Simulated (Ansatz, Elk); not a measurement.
# How far do independent atoms describe KRuCl6?

The structure of KRuCl6 used here is made up (a known structure type with other elements) and was relaxed beforehand with PBEsol. The aim is the Fourier transform of its all-electron density, F(hkl), set beside the sum over free spherical atoms that refinements use.

Method: DFT, PBE, all-electron APW+lo, Dirac cores, scalar-relativistic bands, static density, no spin, in Elk 11.2.3 (patched build).

This account leaves out most program logs.

The structure was built from a prototype and need not be the compound's stable phase.

### Step 1. Set-up

Symmetry: R-3m, No. 166, trigonal system. The conventional cell has a = 9.011 Å, b = 9.011 Å, c = 8.313 Å, α = 90.00°, β = 90.00°, γ = 120.00°. Nearest to Ru lie 6 Cl at 2.29 Å. K has 12 Cl at 3.34 to 3.39 Å nearest. Nearest to Cl lie 1 Ru at 2.29 Å and 2 K at 3.34 to 3.39 Å. Farther neighbours and most contacts between anions are not listed.

Structure file:

```cif
data_structure
_symmetry_space_group_name_H-M 'P 1'
_symmetry_Int_Tables_number 1
_cell_length_a 5.8943
_cell_length_b 5.8943
_cell_length_c 5.8943
_cell_angle_alpha 99.698
_cell_angle_beta 99.698
_cell_angle_gamma 99.698
_cell_volume 194.84
loop_
_atom_site_label
_atom_site_type_symbol
_atom_site_fract_x
_atom_site_fract_y
_atom_site_fract_z
_atom_site_occupancy
Ru1 Ru 0.00000 0.00000 0.00000 1
K2 K 0.50000 0.50000 0.50000 1
Cl3 Cl 0.92046 0.27857 0.27857 1
Cl4 Cl 0.07954 0.72143 0.72143 1
Cl5 Cl 0.72143 0.72143 0.07954 1
Cl6 Cl 0.72143 0.07954 0.72143 1
Cl7 Cl 0.27857 0.92046 0.27857 1
Cl8 Cl 0.27857 0.27857 0.92046 1
```

### Step 2. Ground state and structure factors

An all-electron density is needed, since X-rays see the cores too. Task 0 finds the density and task 195 Fourier-transforms it; tshift is off so that phases refer to the origin typed.

elk.in

```
tasks
  0
  195

xctype
  20

spinpol
  .false.

rgkmax
  7.0

gmaxvr
  14.0

lmaxo
  7

lmaxapw
  8

swidth
  0.002

tshift
  .false.

ramdisk
  .false.

hmaxvr
  5.5

maxscl
  120

epspot
  1e-06

sppath
  './'

avec
  8.51374791315 4.91541464947 5.23661653648
  -8.51374791315 4.91541464947 5.23661653648
  0.00000000000 -9.83082929894 5.23661653648

atoms
  3
  'Ru.in'
  1
  0.0000000000 0.0000000000 -0.0000000000   0.000000 0.000000 0.000000
  'K.in'
  1
  0.5000000000 0.5000000000 0.5000000000   0.000000 0.000000 0.000000
  'Cl.in'
  6
  0.9204566998 0.2785744950 0.2785744950   0.000000 0.000000 0.000000
  0.0795433002 0.7214255050 0.7214255050   0.000000 0.000000 0.000000
  0.7214255050 0.7214255050 0.0795433002   0.000000 0.000000 0.000000
  0.7214255050 0.0795433002 0.7214255050   0.000000 0.000000 0.000000
  0.2785744950 0.9204566998 0.2785744950   0.000000 0.000000 0.000000
  0.2785744950 0.2785744950 0.9204566998   0.000000 0.000000 0.000000

ngridk
  4 4 4
```

Command:

```
$ OMP_NUM_THREADS=4 elk
```

Run time: 84 s. Hardware: 4 threads of Arm Neoverse V1, shared host; peak memory 0.34 GiB.

SFACRHO.OUT:

```text

h k l indices transformed by vhmat matrix:
   1.000000000       0.000000000       0.000000000    
   0.000000000       1.000000000       0.000000000    
   0.000000000       0.000000000       1.000000000    

      h      k      l  multipl.   |H|            Re(F)            Im(F)           |F|

      0      0      0      1   0.0000000       165.00000      0.55536012E-15   165.00000    
      0     -1      0      6  0.58439015       40.458722     -0.57023416E-14   40.458722    
      1     -1      0      6  0.73800462       48.735172      0.12135484E-14   48.735172    
      0     -1     -1      6  0.90630932       45.423064     -0.34214050E-14   45.423064    
      1     -1      1      6  0.94136214       53.403979      0.34214050E-14   53.403979    
      0     -2      0      6   1.1687803       16.364370      0.22809367E-14   16.364370    
     -2      0      1     12   1.1961662      -22.953462     -0.11404683E-14   22.953462    
      1      1      1      2   1.1998559      -53.662221      0.65576929E-14   53.662221    
     -2      1      1      6   1.2782615       13.177988      0.22809367E-14   13.177988    
     -1      2      1     12   1.3822801       88.568350     -0.45618733E-14   88.568350    
      1      0      2     12   1.4086536       26.679308      0.34214050E-14   26.679308    
     -2      2      0      6   1.4760092       59.776134     -0.32449342E-14   59.776134    
     -2      2     -1     12   1.5874871       41.112290     -0.51321075E-14   41.112290    
     -1     -1     -2      6   1.6555771       29.015331      0.57023416E-14   29.015331    
      0      3     -1     12   1.7320508       21.446131      0.74130441E-14   21.446131    
     -1     -1      3      6   1.7506473      -1.8344300      0.11404683E-14   1.8344300    
      3      0      0      6   1.7531705       42.227565      0.34214050E-14   42.227565    
     -2     -2      1      6   1.7531705       56.835877     -0.34214050E-14   56.835877
```

Elk indexes on the primitive cell of elk.in and gives |H| = 4π sin θ/λ in inverse bohr. Below, one row stands for each form hkl of the conventional cell (m members, Friedel mates merged), F is for one primitive cell and the density is static (no thermal factor). Free-atom factors are Waasmaier and Kirfel's, and R is Σm||F|−|F'||/Σm|F|.

| hkl | m | sin θ/λ (Å⁻¹) | abs F, DFT | neutral atoms | diff. |
| --- | --- | --- | --- | --- | --- |
| 101 | 6 | 0.088 | 40.459 | 40.540 | -0.082 |
| 110 | 6 | 0.111 | 48.735 | 48.941 | -0.206 |
| 012 | 6 | 0.136 | 45.423 | 45.785 | -0.362 |
| 021 | 6 | 0.142 | 53.404 | 53.540 | -0.136 |
| 202 | 6 | 0.176 | 16.364 | 16.982 | -0.618 |
| 211 | 12 | 0.180 | 22.953 | 22.410 | +0.544 |
| 003 | 2 | 0.180 | 53.662 | 52.954 | +0.708 |
| 300 | 6 | 0.192 | 13.178 | 13.611 | -0.433 |
| 122 | 12 | 0.208 | 88.568 | 88.513 | +0.055 |
| 113 | 12 | 0.212 | 26.679 | 26.966 | -0.287 |
| 220 | 6 | 0.222 | 59.776 | 60.082 | -0.306 |
| 131 | 12 | 0.239 | 41.112 | 41.166 | -0.054 |
| 104 | 6 | 0.249 | 29.015 | 29.267 | -0.252 |
| 312 | 12 | 0.261 | 21.446 | 21.587 | -0.141 |

### Step 3. The highest occupied states alone

An energy window below the Fermi level keeps the highest occupied states, to see at which angles they scatter; shallow core shells can lie inside it and anion s states outside. No new self-consistency is needed.

Changes to elk.in since step 2:

```diff
@@ -1,3 +1,2 @@
 tasks
-  0
   195
@@ -40,2 +39,5 @@
 
+wsfac
+  -0.374840 0.366150
+
 sppath
```

Command:

```
$ OMP_NUM_THREADS=4 elk
```

Elapsed: 29 s, on 4 threads; peak memory 0.24 GiB; 32 s of CPU time.

States within 12 eV below the Fermi level hold 45.00 electrons; any levels below the window count with the cores. Their amplitudes can exceed the total, where window and core parts have opposite phase:

| hkl | sin θ/λ (Å⁻¹) | abs F, window | abs F, all |
| --- | --- | --- | --- |
| 101 | 0.088 | 4.476 | 40.459 |
| 110 | 0.111 | 7.714 | 48.735 |
| 012 | 0.136 | 6.436 | 45.423 |
| 021 | 0.142 | 6.393 | 53.404 |
| 202 | 0.176 | 0.580 | 16.364 |
| 211 | 0.180 | 7.758 | 22.953 |
| 003 | 0.180 | 12.830 | 53.662 |
| 300 | 0.192 | 0.403 | 13.178 |
| 122 | 0.208 | 10.584 | 88.568 |
| 113 | 0.212 | 0.375 | 26.679 |

### Step 4. Another functional

The difference from free atoms is small, so it is set against the change that LDA (Perdew-Wang) makes.

Changes to elk.in since step 3:

```diff
@@ -1,2 +1,3 @@
 tasks
+  0
   195
@@ -4,3 +5,3 @@
 xctype
-  20
+  3
 
@@ -39,5 +40,2 @@
 
-wsfac
-  -0.374840 0.366150
-
 sppath
```

Command:

```
$ OMP_NUM_THREADS=4 elk
```

Wall time 59 s (4 threads); peak memory 0.32 GiB; 2.7 min of CPU time.

Against the first run R = 0.05 %; the largest change is -0.149 at 003.

### Step 5. Basis size

A smaller basis shows how fast F responds to it; the change is likely larger than the basis error of the first run, but doesn't show convergence.

Changes to elk.in since step 4:

```diff
@@ -5,3 +5,3 @@
 xctype
-  3
+  20
 
@@ -11,3 +11,3 @@
 rgkmax
-  7.0
+  5.5
```

Command:

```
$ OMP_NUM_THREADS=4 elk
```

Run time: 56 s. Hardware: 4 threads; peak memory 0.3 GiB; 1.8 min of CPU time.

Against the first run R = 0.09 %; the largest change is -0.087 at 033.

### Step 6. Settings against the effect

| run | R against the first run (%) | R against neutral atoms, low angle (%) | wall time |
| --- | --- | --- | --- |
| PBE, rgkmax 7 | 0.00 | 0.56 | 84 s |
| LDA (Perdew-Wang) | 0.05 | 0.55 | 59 s |
| rgkmax 5.5 | 0.09 | 0.60 | 56 s |

### Step 7. Summary of results

- R against neutral atoms, sin θ/λ < 0.3 Å⁻¹: 0.56 %
- R against neutral atoms, 0.3 to 0.60 Å⁻¹: 0.43 %

In words: Independent neutral atoms miss the calculated amplitudes by R = 0.56 % below 0.3 Å⁻¹ and 0.43 % from there to 0.60 Å⁻¹; by shells, 0.42 % below 0.15 Å⁻¹ (4 forms), 0.59 % 0.15 to 0.3 (19 forms), 0.38 % 0.3 to 0.45 (42 forms), 0.45 % above 0.45 (84 forms). Bonding, aspherical density and the tables' own atoms all enter these figures, and the runs don't part them. The largest change of an amplitude is +0.71 electrons, at 003. Weak lines can change much in proportion: 401 goes from 1.36 to 1.83. The window's part falls from 45.0 electrons at the origin to at most 0.71 between 0.45 and 0.60 Å⁻¹. Below 0.3 Å⁻¹ the changes that finished (LDA (Perdew-Wang) and rgkmax 5.5) move F by R = 0.09 % at most, against the 0.56 % that separates it from free atoms. The k-mesh has no finished test. These runs have no spin, though d or f shells may be open. The electron count is odd, so without spin the run is a metal by force. Part of the difference isn't bonding: the tables are fits to free atoms and ions calculated by other methods than this functional. Thermal motion, anomalous dispersion and extinction are left out.

[Logs are printed without paths, hosts, clocks, repeated set-up lines and the standing remarks that a program may print on its own settings, such as how far it seeks lower states.]

[Hosts, paths, dates, database ids (printed as entryN), source tags and the programs' standing remarks are cut or masked in the printed files.]
